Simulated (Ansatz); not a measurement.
# Optical response of FeNi3 (Awaruite), part 2 of 2

What colour and refractive index does FeNi3 (Awaruite) have at this level of theory?

Ansatz 0.2.0; DFT, PBE, plane-wave PAW, default files, scalar-relativistic, independent-particle optical response without local fields.

So far. Step 2 (Ground state and bands): There are states at the Fermi level within the smearing, so the occupations stay smeared and the carriers get a Drude term. The cell is left with a pressure of 0.0 GPa, as it stands unrelaxed at this level.

## Step 3: Spectrum

The spectrum is a sum over vertical transitions between filled and empty bands at the fixed density, so many empty bands are needed.

This step: DFT, PBE, plane-wave PAW, default files, scalar-relativistic, independent-particle optical response without local fields (Ansatz 0.2.0).

The input, input.yaml:

```yaml
crystal:
  lattice:
    - [3.545, 0.0, 0.0]
    - [0.0, 3.545, 0.0]
    - [0.0, 0.0, 3.545]
  atoms:
    - { symbol: Ni, position: [0.5, 0.5, 0.0], spin: 1.0 }
    - { symbol: Ni, position: [0.5, 0.0, 0.5], spin: 1.0 }
    - { symbol: Ni, position: [0.0, 0.5, 0.5], spin: 1.0 }
    - { symbol: Fe, position: [0.0, 0.0, 0.0], spin: 3.0 }
magnetization:
  spin_polarized: true
kpoints:
  mp_grid: { grid: [8, 8, 8] }
scf:
  occupations: { method: fermi_dirac, width: 0.05 }
hamiltonian:
  xc: pbe
  pseudopotentials: { kind: paw }
output:
  optics:
    e_range: [0, 20]
    de: 0.05
    sigma: 0.15
    drude_damping: 0.03
    nscf_kmesh: { grid: [10, 10, 10] }
    bands: { spectra_wanted_up_to: 20 }
```

The run is started by

```console
$ ansatz run input.yaml --threads 4 --pin off --max-ram 8192MiB --backend cpu --events-out ev --progress --plain --runs-dir out
```

Numbers of over 12 decimals in the logs are rounded to 6 here.

The program printed:

```text
[...]
Crystal: 4 atoms, lattice volume = 44.550 Å³
Basis set: ecut = 420 eV, 895 PW (Γ)
Bands: 46, of which v1, the nominal top of the filled ones, is band 35 counted from 1 (34 counted from 0)
Symmetry: 48 space group operations
[...]
k-points: 35 of 512
[...]
Starting moments: Σ|m| = 6 μB on 4 of 4 sites
[...]
SCF iter   1: F=—  HF=-21997.717469 eV  |F-HF|=—  |Δ(HF+E_count)|=         —  Δρ=6.57e-2 (↑3.54e-2 ↓6.57e-2)  dr2=2.74e0  dr2_m=1.45e-1  M=5.437 μB ∫|m|=5.708 μB  β_m=0.30  ethr=3.10e-3  ⟨swp⟩=5.5  Hψ=10384  notcnv=0  defer=31
[...]
SCF iter  18: F=-22000.015572 eV  HF=-22000.015572 eV  |F-HF|=7.28e-12  |Δ(HF+E_count)|=  7.28e-12  Δρ=2.49e-8 (↑6.98e-9 ↓2.49e-8)  dr2=4.78e-13  dr2_m=3.59e-14  M=4.892 μB ∫|m|=5.388 μB  ethr=1.00e-12  ⟨swp⟩=7.1  Hψ=9809  notcnv=0
SCF 1 converged in 18 iterations: F = -22000.015572 eV  dr2 = 4.78e-13
[...]
NSCF: frozen V_eff on 56 k-points
output.optics: what the bands over the 69 summed would add to eps1, eps2 and the energy-loss function is held between a lower and an upper bound (7 Lanczos steps). eps1, eps2 and their loss function (loss_summed_bands) are given on every row as the summed bands alone make them. Along an axis, on a row where the two bounds hold the loss function to about 1 % of the greater of itself and 0.5 % of |1/eps|, its cell (loss_completed) is given, with the completed eps1 and eps2 that it is formed of (a cell that is left empty reads nan in the table and null in the record). The two bounds hold it so along every axis on all 400 rows up to 20.000 eV. [rest of the remark cut]
SCF converged after 18 iterations
Magnetization: 4.8922 μB (37.4461 up, 32.5539 down)
Absolute magnetization: 5.3909 μB (∫|ρ↑−ρ↓|, with the PAW one-centre terms)
[...]
Per-site moments (μB) at R_I (Å): [(0.706533, 1.034011), (0.706533, 1.034011), (0.706533, 1.034011), (2.927305, 1.034011)]
Free energy (F): -22000.015572 eV
[...]
Internal energy: -21999.987921 eV  (E = F + TS)
E sigma→0 (E₀):  -22000.001747 eV
Entropy (-TS):   -0.027651 eV (-6.913 meV/atom)
Fermi energy:    18.266775 eV
[...]
--- Band table (eV; the first three rows and the last of 70) ---
  k-point 0 ↑: bands = [... 31 lower, 17.5420, 17.5420, 17.5420, 17.6047, 17.6047, 17.6047, 20.4168, 20.4168, ... 7 higher]
  k-point 1 ↑: bands = [... 31 lower, 17.3426, 17.3921, 17.4755, 17.4755, 17.5420, 17.6049, 19.4526, 21.0170, ... 7 higher]
  k-point 2 ↑: bands = [... 31 lower, 17.1292, 17.1986, 17.1986, 17.3225, 17.5421, 17.6053, 17.7507, 22.3161, ... 7 higher]
  k-point 34 ↓: bands = [... 31 lower, 17.7070, 18.3523, 18.3523, 18.3523, 19.0846, 19.0846, 19.0846, 19.4251, ... 7 higher]
```

The job ended after 2.4 min (4 threads of AMD EPYC (Zen 3), shared host; peak memory 2 GiB; 8.1 min of CPU time).

This step gave:

| Quantity | Value |
| --- | --- |
| magnetization | 4.892 μB |
| absolute magnetization | 5.391 μB |
| site moments | 0.7065, 0.7065, 0.7065, 2.927 μB |
| main peak of the optical conductivity above 1 eV, first axis | 1.303 eV |
| Drude plasma energy, first axis | 5.950 eV |
| bands summed | 69 |
| spectra valid up to | 35.39 eV |
| program's estimate of the k-sum error in Im epsilon | 0.15 % |
| electrons in the f-sum | 25.07 |

The Im ε, any direction has structure finer than the step of the table below, so its rows give means over 0.5 eV, whole bins alone (the curve runs from 0.3 to 20 eV). Peaks (eV: height): 1.15: 57.8.

Table of Im ε, any direction by photon energy; means over each step:

```csv
photon energy (eV),"Im ε, any direction"
1.0,51.6
1.5,44.1
2.0,25.7
2.5,19.0
3.0,12.7
3.5,8.19
4.0,6.28
4.5,4.70
5.0,5.12
5.5,5.81
6.0,5.49
6.5,4.49
7.0,3.17
7.5,3.00
8.0,3.03
8.5,2.80
9.0,2.57
9.5,2.28
10.0,2.29
10.5,2.16
11.0,1.88
11.5,1.82
12.0,1.81
12.5,1.78
13.0,1.71
13.5,1.75
14.0,1.85
14.5,1.89
15.0,1.85
15.5,1.81
16.0,1.69
16.5,1.58
17.0,1.48
17.5,1.39
18.0,1.31
18.5,1.26
19.0,1.18
19.5,1.11
```

Re ε, any direction against photon energy:

photon energy (eV), Re ε, any direction and a bar from the least value:
```
      0.5        -98 
      1.0          2 ##############################
      1.5        -18 ########################
      2.0        -14 #########################
      2.5        -12 ##########################
      3.0        -11 ##########################
      3.5         -8 ###########################
      4.0         -6 ############################
      4.5         -3 ############################
      5.0         -1 #############################
      5.5         -1 #############################
      6.0         -3 #############################
      6.5         -2 #############################
      7.0         -2 #############################
      7.5         -1 #############################
      8.0         -1 #############################
      8.5         -1 #############################
      9.0         -1 #############################
      9.5          0 #############################
     10.0          0 #############################
     10.5          0 #############################
     11.0          0 #############################
     11.5          0 ##############################
     12.0          0 ##############################
     12.5          0 ##############################
     13.0          0 ##############################
     13.5          1 ##############################
     14.0          1 ##############################
     14.5          1 ##############################
     15.0          0 ##############################
     15.5          0 ##############################
     16.0          0 ##############################
     16.5          0 ##############################
     17.0          0 ##############################
     17.5          0 ##############################
     18.0          0 ##############################
     18.5          0 ##############################
     19.0          0 ##############################
     19.5          0 ##############################
     20.0          0 ##############################
```

Values under 1 per cm are given as 1. Absorption coefficient, any direction against photon energy:

```csv
photon energy (eV),"absorption coefficient, any direction (1/cm)"
0.500,5.1e5
1.000,5.3e5
1.500,8.7e5
2.000,9.3e5
2.500,1.0e6
3.000,1.1e6
3.500,1.1e6
4.000,1.1e6
4.500,9.6e5
5.000,8.7e5
5.500,1.0e6
6.000,1.3e6
6.500,1.3e6
7.000,1.2e6
7.500,1.1e6
8.000,1.1e6
8.500,1.1e6
9.000,1.1e6
9.500,1.1e6
10.000,1.1e6
10.500,1.2e6
11.000,1.1e6
11.500,1.0e6
12.000,1.1e6
12.500,1.1e6
13.000,1.1e6
13.500,1.1e6
14.000,1.2e6
14.500,1.3e6
15.000,1.3e6
15.500,1.4e6
16.000,1.4e6
16.500,1.4e6
17.000,1.4e6
17.500,1.3e6
18.000,1.3e6
18.500,1.3e6
19.000,1.3e6
19.500,1.3e6
20.000,1.2e6
```

Loss function −Im 1/ε at q → 0, any direction against energy loss; read off at these points:

```csv
energy loss (eV),"loss function −Im 1/ε at q → 0, any direction"
0.50,0.00386
1.00,0.0179
1.50,0.0193
2.00,0.0308
2.50,0.0383
3.00,0.0460
3.50,0.0651
4.00,0.0898
4.50,0.147
4.90,0.206
5.00,0.189
5.50,0.178
6.00,0.143
6.50,0.170
7.00,0.247
7.50,0.310
8.00,0.310
8.50,0.340
9.00,0.371
9.50,0.433
10.00,0.431
10.50,0.456
11.00,0.536
11.50,0.548
12.00,0.538
12.50,0.539
13.00,0.547
13.50,0.508
14.00,0.494
14.50,0.490
15.00,0.514
15.50,0.531
16.00,0.577
16.50,0.615
17.00,0.658
17.50,0.691
18.00,0.725
18.50,0.745
19.00,0.785
19.50,0.824
20.00,0.846
```

Table of refractive index n and extinction k by photon energy:

```csv
photon energy (eV),n,k
1,5.37,5.19
2,2.75,4.59
3,1.72,3.70
4,1.21,2.64
5,1.50,1.72
6,1.22,2.13
7,0.961,1.62
8,1.09,1.39
9,1.02,1.26
10,1.06,1.09
11,0.977,0.956
12,1.04,0.871
13,1.06,0.806
14,1.12,0.824
15,1.08,0.854
16,0.998,0.846
17,0.937,0.787
18,0.907,0.722
19,0.883,0.667
20,0.866,0.592
```

At chosen wavelengths:

```csv
wavelength (nm),n,k,R (%),1/α
1064,5.14,5.608,70.3,15 nm
633,2.77,4.662,69.2,11 nm
532,2.44,4.257,67.4,9.9 nm
450,1.99,3.963,67.7,9.0 nm
405,1.65,3.643,67.5,8.8 nm
308,1.19,2.618,59.1,9.4 nm
193,1.28,1.925,42.5,8.0 nm
```

In reflection the computed colour is light grey: x = 0.315, y = 0.329, luminous reflectivity 68 %.

## Step 4: Results

```json
{
 "gap on the path": "0 eV",
 "main peak of the optical conductivity above 1 eV, first axis": "1.30 eV",
 "Drude plasma energy, first axis": "5.95 eV"
}
```

At this level (PBE, independent particles) FeNi3 is a metal with a Drude plasma energy of 6.0 eV; it reflects 68 % at 550 nm. Along x the bare Drude plasma energy is 6.0 eV; Re ε first rises through zero at 0.85 eV, far lower, because interband transitions screen the carriers. Im ε is 44 there, so the loss peak at that energy is weak. In reflection the computed colour is light grey: x = 0.315, y = 0.329, luminous reflectivity 68 %. In the base run ε includes the program's bounded estimate of what the bands above those summed add. The carriers' damping of 0.03 eV is typed, not computed; at 0.8 eV the carriers give 5 % of Im ε along the first axis; the rest comes from the sum over bands, which at low energy also holds close bands and the noise of the mesh. The magnetic state comes from one start and need not be the lowest. The Fermi-Dirac width of 0.05 eV acts as an electron temperature of 580 K in the carriers' term.

[Logs are printed without paths, hosts, clocks, repeated set-up lines and the standing remarks that a program may print on its own settings, such as how far it seeks lower states.]

[Hosts, paths, dates, database ids (printed as entryN), source tags and the programs' standing remarks are cut or masked in the printed files.]
